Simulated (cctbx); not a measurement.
# Which space group?

Cell: a = 7.3470 Å, b = 7.3470 Å, c = 6.9650 Å, α = 90.00°, β = 90.00°, γ = 90.00°. Expected content of the cell: Hf8 Cd8 Rh4.

The data are simulated with cctbx, not measured: Mo Kα, λ = 0.71073 Å, to d = 0.75 Å, 80 % of the full sphere, strongest reflection 20000 counts, noise from counting, a 3 % proportional error and a noise floor of 15 counts (s.d.); no absorption.

Tests on the unmerged data give:

```text
2989 reflections to d = 0.751 A
centring   violations  <I/sigma> of those
    A       1108 of  1484     14.7
    B       1096 of  1479     14.6
    C       1186 of  1517     14.4
    I       1061 of  1501     13.9
    R       1500 of  2014     14.7
    F       1695 of  2240     14.5
Laue class    unique    Rint  (classes that these axes allow; Friedel mates merged)
P -1             1798   0.024
P 1 2/m 1        1009   0.028
P 1 1 2/m        1008   0.029
P 2/m 1 1        1006   0.028
P m m m           583   0.031
P 4/m             512   0.031
P 4/m m m         320   0.033
space group    extra absences  I>4sigma  <I/sigma>
P 4 2 2                 0          0         -  acentric
P 4 21 2               13          0      -0.3  acentric
P 42 2 2                7          0      -0.0  acentric
P 42 21 2              20          0      -0.2  acentric
P 4 m m                 0          0         -  acentric
P 42 n m              219          0       0.0  acentric
P -4 2 m                0          0         -  acentric
P -4 21 m              13          0      -0.3  acentric
P -4 m 2                0          0         -  acentric
P -4 n 2              219          0       0.0  acentric
P 4/m m m               0          0         -  centric
P 42/m n m            219          0       0.0  centric
Wilson B = 0.24 A^2   <|E^2-1|> = 0.835 (0.968 centric, 0.736 acentric)   E^2>4: 2.0 %
shell (A)         n   <I/sigma>
 7.35 - 1.50     51     34.9
 1.50 - 1.19     44     48.8
 1.19 - 1.04     36     38.3
 1.04 - 0.95     43     44.0
 0.95 - 0.88     36     42.9
 0.88 - 0.83     35     40.5
 0.83 - 0.78     36     44.0
 0.78 - 0.75     39     39.0
```

**Question.** What are the lattice type, the Laue class and the likely space group?

Every centring test has many violations, so the lattice is primitive.

Rint stays low (0.024 to 0.033) up to P 4/m m m, the highest class in these axes.

12 settings pass the absence test. The most absences obeyed, 219, belong to P 42 n m, P -4 n 2 and P 42/m n m, which absences can't tell apart.

⟨|E²−1|⟩ = 0.835 lies between the two ideal values. The Wilson B of 0.24 Å² means U ≈ 0.0030 Å².

The true group is P4_2/mnm (no. 136), Laue class 4/mmm, centrosymmetric. The tables only narrow the choice to the tied entries; cell content, site symmetry and trial solutions must settle it.

The model is made up (kin elements in a known structure type, no relaxation), so it says nothing on whether the phase exists.

[Logs are printed without paths, hosts, clocks, repeated set-up lines and the standing remarks that a program may print on its own settings, such as how far it seeks lower states.]
